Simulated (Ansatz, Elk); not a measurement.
# Li2SnP2: X-ray structure factors from the self-consistent density

Structure refinements treat a crystal as free atoms side by side. For a made-up structure of Li2SnP2 (cell and positions from a PBEsol relaxation) the runs below show what the calculated density changes in F(hkl).

Calculated with Elk 11.2.3 (patched build); DFT, PBE, all-electron APW+lo, Dirac cores, scalar-relativistic bands, static density, no spin.

The structure was built from a prototype and need not be the compound's stable phase.

## (1) Starting point

Symmetry: P-3m1, No. 164, trigonal system. Conventional cell: a = 3.897 Å, b = 3.897 Å, c = 6.651 Å, α = 90.00°, β = 90.00°, γ = 120.00°. Sn has 6 P at 2.71 Å nearest. Nearest to P lie 4 Li at 2.48 to 2.58 Å and 3 Sn at 2.71 Å. Li has 4 P at 2.48 to 2.58 Å and 3 Li at 2.72 Å nearest. Farther neighbours are not listed.

## (2) Ground state and structure factors

An all-electron density is needed, since X-rays see the cores too. Task 0 finds the density and task 195 Fourier-transforms it; tshift is off so that phases refer to the origin typed.

File elk.in:

```
tasks
  0
  195

xctype
  20

spinpol
  .false.

rgkmax
  7.0

gmaxvr
  14.0

lmaxo
  7

lmaxapw
  8

swidth
  0.002

tshift
  .false.

ramdisk
  .false.

hmaxvr
  5.5

maxscl
  120

epspot
  1e-06

sppath
  './'

avec
  7.36459512021 0.00000000000 -0.00000000000
  -3.68229756010 6.37792646269 0.00000000000
  -0.00000000000 -0.00000000000 12.56853865790

atoms
  3
  'Sn.in'
  1
  0.0000000000 -0.0000000000 -0.0000000000   0.000000 0.000000 0.000000
  'P.in'
  2
  0.3333333333 0.6666666667 0.2273079693   0.000000 0.000000 0.000000
  0.6666666667 0.3333333333 0.7726920307   0.000000 0.000000 0.000000
  'Li.in'
  2
  0.3333333333 0.6666666667 0.6152085690   0.000000 0.000000 0.000000
  0.6666666667 0.3333333333 0.3847914310   0.000000 0.000000 0.000000

ngridk
  7 7 4
```

Command:

```
$ OMP_NUM_THREADS=4 elk
```

Numbers of over 12 decimals in the logs are rounded to 6 here.

Output:

```text
┌─────────────────────────┐
│ Elk code version 11.2.3 │
└─────────────────────────┘

All units are atomic (Hartree, Bohr, etc.)

┌─────────────────────────────────────────────────┐
│ Ground-state run starting from atomic densities │
└─────────────────────────────────────────────────┘

Lattice vectors :
   7.364595120       0.000000000      -0.000000000
  -3.682297560       6.377926463       0.000000000
  -0.000000000      -0.000000000       12.56853866

Reciprocal lattice vectors :
  0.8531609959      0.4925727306       0.000000000
   0.000000000      0.9851454613       0.000000000
   0.000000000       0.000000000      0.4999137512

Unit cell volume      :    590.3548951
Brillouin zone volume :   0.4201713504

Muffin-tin inner radius fraction :   0.1000000000E-01

Nuclei treated as point charges

Species : 1 (Sn)
 parameters loaded from : Sn.in
 name : tin
 nuclear charge    :   -50.00000000
 electronic charge :    50.00000000
 atomic mass :    216395.0922
 muffin-tin radius :    2.600000000
 number of radial points in muffin-tin :   1193
 inner part over the whole radius :   0.9914297220E-02
 number on inner part of muffin-tin    :    850
 approximate nuclear radius :   0.8828114845E-04
 number of mesh points to nuclear radius :    428
 atomic positions (lattice), magnetic fields (Cartesian) :
  1 :   0.00000000  0.00000000  0.00000000    0.00000000  0.00000000  0.00000000

Species : 2 (P)
 parameters loaded from : P.in
 name : phosphorus
 nuclear charge    :   -15.00000000
 electronic charge :    15.00000000
 atomic mass :    56461.71230
 muffin-tin radius :    2.200000000
 number of radial points in muffin-tin :    793
 inner part over the whole radius :   0.9987340520E-02
 number on inner part of muffin-tin    :    554
 approximate nuclear radius :   0.6081821256E-04
 number of mesh points to nuclear radius :    248
 atomic positions (lattice), magnetic fields (Cartesian) :
  1 :   0.33333333 -0.33333333  0.22730797    0.00000000  0.00000000  0.00000000
  2 :  -0.33333333  0.33333333 -0.22730797    0.00000000  0.00000000  0.00000000

Species : 3 (Li)
 parameters loaded from : Li.in
 name : lithium
 nuclear charge    :   -3.000000000
 electronic charge :    3.000000000
 atomic mass :    12652.66898
 muffin-tin radius :    1.800000000
 number of radial points in muffin-tin :    593
 inner part over the whole radius :   0.9806707936E-02
 number on inner part of muffin-tin    :    401
 approximate nuclear radius :   0.4000070961E-04
 number of mesh points to nuclear radius :    148
 atomic positions (lattice), magnetic fields (Cartesian) :
  1 :   0.33333333 -0.33333333 -0.38479143    0.00000000  0.00000000  0.00000000
  2 :  -0.33333333  0.33333333  0.38479143    0.00000000  0.00000000  0.00000000

Total number of atoms per unit cell :    5
Total muffin-tin volume :    211.6847018
 ratio of muffin-tin to unit cell volume :   0.3585719430

Spin treatment :
 spin-unpolarised

Number of Bravais lattice symmetries :   24
Number of crystal symmetries         :   12
Crystal has inversion symmetry
Real symmetric eigensolver will be used

k-point grid :      7     7     4
k-point offset :    0.000000000       0.000000000       0.000000000
k-point set is reduced with full crystal symmetry group
Total number of k-points :       28

Muffin-tin radius times maximum |G+k| :    7.000000000
 using average radius
Maximum |G+k| for APW functions       :    3.301886792
Maximum (1/2)|G+k|²                   :    5.451228195
Maximum |G| for potential and density :    14.00000000
Constant for pseudocharge density :    9
 order of it for each species :   16  16  16
 order of it for pair densities of each species (exact exchange by exxq0 0: 17) :   15  10   5
Radial integration step length :    1

G-vector grid sizes :     35    35    60
Number of G-vectors :    27429

Maximum angular momentum used for
 APW functions            :    8
 outer part of muffin-tin :    7
 inner part of muffin-tin :    2

Total nuclear charge    :   -86.00000000
[...]
core                        :    50.00000000
 valence                     :    36.00000000
 interstitial                :    6.873306325
 muffin-tins (core leakage)
  species : 1 (Sn)
   atom 1                    :    47.66483932     (  0.6916115217E-04)
  species : 2 (P)
   atom 1                    :    13.54617908     (  0.3101526105E-03)
   atom 2                    :    13.54617908     (  0.3101526105E-03)
  species : 3 (Li)
   atom 1                    :    2.184748097     (   0.000000000    )
   atom 2                    :    2.184748097     (   0.000000000    )
 total in muffin-tins        :    79.12669368
 total calculated charge     :    85.99978483
 total charge                :    86.00000000
 error                       :   0.2151714212E-03

RMS change in Kohn-Sham potential (target) :    7.613095917     (  0.1000000000E-05)
Absolute change in total energy (target)   :    2.745385492     (  0.1000000000E-03)

[... loops 3 to 15 left out ...]

┌──────────────────┐
│ Loop number : 16 │
└──────────────────┘

Energies :
 Fermi                       :     0.185199
 sum of occupied eigenvalues :     -4117.5722591063
 electron kinetic            :      7206.6899058813
 core electron kinetic       :      6937.0849761500
 Coulomb                     :     -13869.454644515
 Coulomb potential           :     -11043.564829581
 nuclear-nuclear             :     -565.43367345713
 electron-nuclear            :     -15574.698522645
 Hartree                     :      2270.6775515873
 Madelung                    :     -8347.6722297245
 xc potential                :     -280.69733540624
 exchange                    :     -211.56589348915
 correlation                 :     -4.052460
 electron entropic           :    -0.33764619146134E-03
 total energy                :     -6878.3834302646

Density of states at Fermi energy :    26.08625999
 (states/Hartree/unit cell)

Estimated indirect band gap :   0.5156651091E-02
 from k-point 10 to k-point 13
Estimated direct band gap   :   0.2714320560E-01
 at k-point 4

Charges :
 core                        :    50.00000000
 valence                     :    36.00000000
 interstitial                :    6.850074709
 muffin-tins (core leakage)
  species : 1 (Sn)
[...]
species : 2 (P)
[...]
species : 3 (Li)
   atom 1                    :    2.172717066     (   0.000000000    )
   atom 2                    :    2.172717066     (   0.000000000    )
 total in muffin-tins        :    79.14992529
 total calculated charge     :    85.99977254
 total charge                :    86.00000000
 error                       :   0.2274641378E-03

RMS change in Kohn-Sham potential (target) :   0.7548232989E-06 (  0.1000000000E-05)
Absolute change in total energy (target)   :   0.2669430614E-05 (  0.1000000000E-03)

Convergence targets achieved

┌──────────────────┐
│ Loop number : 17 │
└──────────────────┘

Energies :
 Fermi                       :     0.185199
 sum of occupied eigenvalues :     -4117.5722590947
 electron kinetic            :      7206.6899064617
 core electron kinetic       :      6937.0849758185
 Coulomb                     :     -13869.454645285
 Coulomb potential           :     -11043.564827192
 nuclear-nuclear             :     -565.43367345713
 electron-nuclear            :     -15574.698526512
 Hartree                     :      2270.6775546841
 Madelung                    :     -8347.6722316892
 xc potential                :     -280.69733836458
 exchange                    :     -211.56589351682
 correlation                 :     -4.052460
 electron entropic           :    -0.33764628324158E-03
 total energy                :     -6878.3834304855

Density of states at Fermi energy :    26.08626676
 (states/Hartree/unit cell)

Estimated indirect band gap :   0.5156646507E-02
 from k-point 10 to k-point 13
Estimated direct band gap   :   0.2714319833E-01
 at k-point 4

Charges :
 core                        :    50.00000000
 valence                     :    36.00000000
 interstitial                :    6.850074675
 muffin-tins (core leakage)
  species : 1 (Sn)
   atom 1                    :    48.09009177     (  0.6578760480E-04)
  species : 2 (P)
   atom 1                    :    13.35719972     (  0.3128992324E-03)
   atom 2                    :    13.35719972     (  0.3128992324E-03)
  species : 3 (Li)
   atom 1                    :    2.172717056     (   0.000000000    )
   atom 2                    :    2.172717056     (   0.000000000    )
 total in muffin-tins        :    79.14992533
 total calculated charge     :    85.99977254
 total charge                :    86.00000000
 error                       :   0.2274641076E-03

┌──────────────────────────────┐
│ Self-consistent loop stopped │
└──────────────────────────────┘

Warning : core states of species 2 leak from the muffin-tin :   0.3128992324E-03

Wrote STATE.OUT
```

Wall time 28 s (4 threads of Arm Neoverse V1, shared host); peak memory 0.16 GiB.

SFACRHO.OUT:

```text

h k l indices transformed by vhmat matrix:
   1.000000000       0.000000000       0.000000000    
   0.000000000       1.000000000       0.000000000    
   0.000000000       0.000000000       1.000000000    

      h      k      l  multipl.   |H|            Re(F)            Im(F)           |F|

      0      0      0      1   0.0000000       85.999999     -0.63951688E-16   85.999999    
      0      0      1      2  0.49991375       47.870868      0.17921794E-14   47.870868    
      1     -1      0      6  0.98514546       29.479335      0.30723075E-14   29.479335    
      0      0     -2      2  0.99982750       21.008349      0.43524356E-14   21.008349    
      0     -1      1      6   1.1047286       24.794433     -0.36483651E-14   24.794433    
     -1      0      1      6   1.1047286       59.464585      0.48644869E-14   59.464585    
      0     -1      2      6   1.4036262       41.210228      -0.0000000       41.210228    
      0      1      2      6   1.4036262       56.951256      0.17921794E-14   56.951256    
      0      0      3      2   1.4997413       32.505911     -0.40964100E-14   32.505911    
      2     -1      0      6   1.7063220       58.573379     -0.42627550E-15   58.573379    
      1     -2     -1     12   1.7780463       36.610649     -0.11521153E-14   36.610649    
     -1      1     -3      6   1.7943621       22.899285     -0.13921393E-14   22.899285    
      1      0      3      6   1.7943621       55.455573      0.51205125E-15   55.455573    
      0     -2      0      6   1.9702909       24.840730     -0.25602562E-15   24.840730    
     -1     -1      2     12   1.9776728       18.862421     -0.76807687E-14   18.862421    
      0      0     -4      2   1.9996550       46.035304     -0.51845189E-14   46.035304    
     -2      2     -1      6   2.0327223       21.624219     -0.10881089E-13   21.624219    
     -2      2      1      6   2.0327223       47.128732      0.12289230E-13   47.128732
```

Elk indexes on the primitive cell of elk.in and gives |H| = 4π sin θ/λ in inverse bohr. Below, one row stands for each form hkl of the conventional cell (m members, Friedel mates merged), F is for one primitive cell and the density is static (no thermal factor). Free-atom factors are Waasmaier and Kirfel's, and R is Σm||F|−|F'||/Σm|F|.

```
hkl   m  sin θ/λ (Å⁻¹)  abs F, DFT  neutral atoms   diff.
001   2          0.075      47.871         48.024  -0.153
100   6          0.148      29.479         29.829  -0.350
002   2          0.150      21.008         21.456  -0.448
101   6          0.166      24.794         25.067  -0.272
011   6          0.166      59.465         59.165  +0.299
102   6          0.211      41.210         41.263  -0.053
012   6          0.211      56.951         56.983  -0.032
003   2          0.226      32.506         32.614  -0.108
110   6          0.257      58.573         58.772  -0.199
111  12          0.267      36.611         36.706  -0.096
013   6          0.270      22.899         22.754  +0.145
103   6          0.270      55.456         55.698  -0.242
200   6          0.296      24.841         24.816  +0.025
112  12          0.297      18.862         18.731  +0.131
```

## (3) The highest occupied states alone

An energy window below the Fermi level keeps the highest occupied states, to see at which angles they scatter; shallow core shells can lie inside it and anion s states outside. No new self-consistency is needed.

elk.in, as its differences from that of step 2:

```diff
@@ -1,3 +1,2 @@
 tasks
-  0
   195
@@ -40,2 +39,5 @@
 
+wsfac
+  -0.366040 0.485200
+
 sppath
```

Command:

```
$ OMP_NUM_THREADS=4 elk
```

Output:

```text
┌─────────────────────────────────┐
│ Elk code version 11.2.3 started │
└─────────────────────────────────┘

Info(readinput): the functional depends on the density's gradient
 muffin-tin radial points multiplied by    2.00000
 (not where nrmtscf is given)

┌────────────────────┐
│ Current task : 195 │
└────────────────────┘

Info(sfacrho): density structure factors written to SFACRHO.OUT

 Energy window :  -0.3660400000      0.4852000000

┌──────────────────┐
│ Elk code stopped │
└──────────────────┘
```

Run time: 10 s. Hardware: 4 threads; peak memory 0.16 GiB.

States within 15 eV below the Fermi level hold 16.00 electrons; any levels below the window count with the cores. Their amplitudes can exceed the total, where window and core parts have opposite phase:

| hkl | sin θ/λ (Å⁻¹) | abs F, window | abs F, all |
| --- | --- | --- | --- |
| 001 | 0.075 | 2.969 | 47.871 |
| 100 | 0.148 | 1.539 | 29.479 |
| 002 | 0.150 | 3.410 | 21.008 |
| 101 | 0.166 | 2.678 | 24.794 |
| 011 | 0.166 | 3.520 | 59.465 |
| 102 | 0.211 | 0.510 | 41.210 |
| 012 | 0.211 | 1.300 | 56.951 |
| 003 | 0.226 | 0.594 | 32.506 |
| 110 | 0.257 | 0.363 | 58.573 |
| 111 | 0.267 | 0.103 | 36.611 |

## (4) Another try

In this try the input is made faulty on purpose, to show what that does.

The input is changed as shown.

elk.in, as its differences from that of step 3:

```diff
@@ -1,2 +1,3 @@
 tasks
+  0
   195
@@ -34,3 +35,3 @@
 maxscl
-  120
+  3
 
@@ -38,5 +39,2 @@
   1e-06
-
-wsfac
-  -0.366040 0.485200
```

Command:

```
$ OMP_NUM_THREADS=4 elk
```

Output:

```text
┌─────────────────────────┐
│ Elk code version 11.2.3 │
└─────────────────────────┘

All units are atomic (Hartree, Bohr, etc.)

┌─────────────────────────────────────────────────┐
│ Ground-state run starting from atomic densities │
└─────────────────────────────────────────────────┘

Lattice vectors :
   7.364595120       0.000000000      -0.000000000
  -3.682297560       6.377926463       0.000000000
  -0.000000000      -0.000000000       12.56853866

Reciprocal lattice vectors :
  0.8531609959      0.4925727306       0.000000000
[...]
atom 2                    :    13.48814902     (  0.3106834189E-03)
  species : 3 (Li)
   atom 1                    :    2.201671693     (   0.000000000    )
   atom 2                    :    2.201671693     (   0.000000000    )
 total in muffin-tins        :    79.03784609
 total calculated charge     :    85.99974832
 total charge                :    86.00000000
 error                       :   0.2516847183E-03

┌──────────────────────────────┐
│ Self-consistent loop stopped │
└──────────────────────────────┘

Warning : core states of species 2 leak from the muffin-tin :   0.3106834189E-03

Wrote STATE.OUT
[key lines of the parts left out:]
total energy                :     -6878.5754346083
```

Wall time 14 s (4 threads); peak memory 0.16 GiB.

No converged result was reached; the numbers in the log don't describe the system.

The fault put into the input: too few SCF loops.

## (5) Another functional

The difference from free atoms is small, so it is set against the change that PBEsol makes.

elk.in, as its differences from that of step 4:

```diff
@@ -5,3 +5,3 @@
 xctype
-  20
+  22
 
@@ -35,3 +35,3 @@
 maxscl
-  3
+  120
```

Command:

```
$ OMP_NUM_THREADS=4 elk
```

Output:

```text
┌─────────────────────────┐
│ Elk code version 11.2.3 │
└─────────────────────────┘

All units are atomic (Hartree, Bohr, etc.)

┌─────────────────────────────────────────────────┐
│ Ground-state run starting from atomic densities │
└─────────────────────────────────────────────────┘

Lattice vectors :
   7.364595120       0.000000000      -0.000000000
  -3.682297560       6.377926463       0.000000000
  -0.000000000      -0.000000000       12.56853866

Reciprocal lattice vectors :
  0.8531609959      0.4925727306       0.000000000
[...]
atom 2                    :    13.33725582     (  0.3153151320E-03)
  species : 3 (Li)
   atom 1                    :    2.172984910     (   0.000000000    )
   atom 2                    :    2.172984910     (   0.000000000    )
 total in muffin-tins        :    79.12685809
 total calculated charge     :    85.99976122
 total charge                :    86.00000000
 error                       :   0.2387763366E-03

┌──────────────────────────────┐
│ Self-consistent loop stopped │
└──────────────────────────────┘

Warning : core states of species 2 leak from the muffin-tin :   0.3153151320E-03

Wrote STATE.OUT
[key lines of the parts left out:]
total energy                :     -6874.3751950888
```

Elapsed: 30 s, on 4 threads; peak memory 0.16 GiB; 78 s of CPU time.

Against the first run R = 0.04 %; the largest change is +0.034 at 002.

## (6) A coarser k-mesh

About half the k-points along each axis test the sampling.

elk.in, as its differences from that of step 5:

```diff
@@ -5,3 +5,3 @@
 xctype
-  22
+  20
 
@@ -63,2 +63,2 @@
 ngridk
-  7 7 4
+  4 4 2
```

Command:

```
$ OMP_NUM_THREADS=4 elk
```

Output:

```text
┌─────────────────────────┐
│ Elk code version 11.2.3 │
└─────────────────────────┘

All units are atomic (Hartree, Bohr, etc.)

┌─────────────────────────────────────────────────┐
│ Ground-state run starting from atomic densities │
└─────────────────────────────────────────────────┘

Lattice vectors :
   7.364595120       0.000000000      -0.000000000
  -3.682297560       6.377926463       0.000000000
  -0.000000000      -0.000000000       12.56853866

Reciprocal lattice vectors :
  0.8531609959      0.4925727306       0.000000000
[...]
atom 2                    :    13.36699975     (  0.3134182598E-03)
  species : 3 (Li)
   atom 1                    :    2.171379130     (   0.000000000    )
   atom 2                    :    2.171379130     (   0.000000000    )
 total in muffin-tins        :    79.16226196
 total calculated charge     :    85.99977388
 total charge                :    86.00000000
 error                       :   0.2261203607E-03

┌──────────────────────────────┐
│ Self-consistent loop stopped │
└──────────────────────────────┘

Warning : core states of species 2 leak from the muffin-tin :   0.3134182598E-03

Wrote STATE.OUT
[key lines of the parts left out:]
total energy                :     -6878.3779022546
```

Elapsed: 19 s, on 4 threads; peak memory 0.17 GiB; 36 s of CPU time.

Against the first run R = 0.01 %; the largest change is +0.021 at 011.

## (7) Settings against the effect

```
          run  R against the first run (%)  R against neutral atoms, low angle (%)  wall time
PBE, rgkmax 7                         0.00                                    0.45       28 s
       PBEsol                         0.04                                    0.43       30 s
 k-mesh 4×4×2                         0.01                                    0.46       19 s
```

## (8) Summary of results

```json
{"R against neutral atoms, sin θ/λ < 0.3 Å⁻¹": "0.45 %", "R against neutral atoms, 0.3 to 0.75 Å⁻¹": "0.12 %"}
```

In words: Independent neutral atoms miss the calculated amplitudes by R = 0.45 % below 0.3 Å⁻¹ and 0.12 % from there to 0.75 Å⁻¹; by shells, 0.88 % below 0.15 Å⁻¹ (2 forms), 0.40 % 0.15 to 0.3 (12 forms), 0.22 % 0.3 to 0.45 (22 forms), 0.10 % above 0.45 (113 forms). Bonding, aspherical density and the tables' own atoms all enter these figures, and the runs don't part them. The largest change of an amplitude is -0.45 electrons, at 002. The window's part falls from 16.0 electrons at the origin to at most 0.27 between 0.45 and 0.75 Å⁻¹. Below 0.3 Å⁻¹ the changes that finished (PBEsol and k-mesh 4×4×2) move F by R = 0.03 % at most, against the 0.45 % that separates it from free atoms. The basis has no finished test. Part of the difference isn't bonding: the tables are fits to free atoms and ions calculated by other methods than this functional. Thermal motion, anomalous dispersion and extinction are left out.

[Logs are printed without paths, hosts, clocks, repeated set-up lines and the standing remarks that a program may print on its own settings, such as how far it seeks lower states.]

[Hosts, paths, dates, database ids (printed as entryN), source tags and the programs' standing remarks are cut or masked in the printed files.]
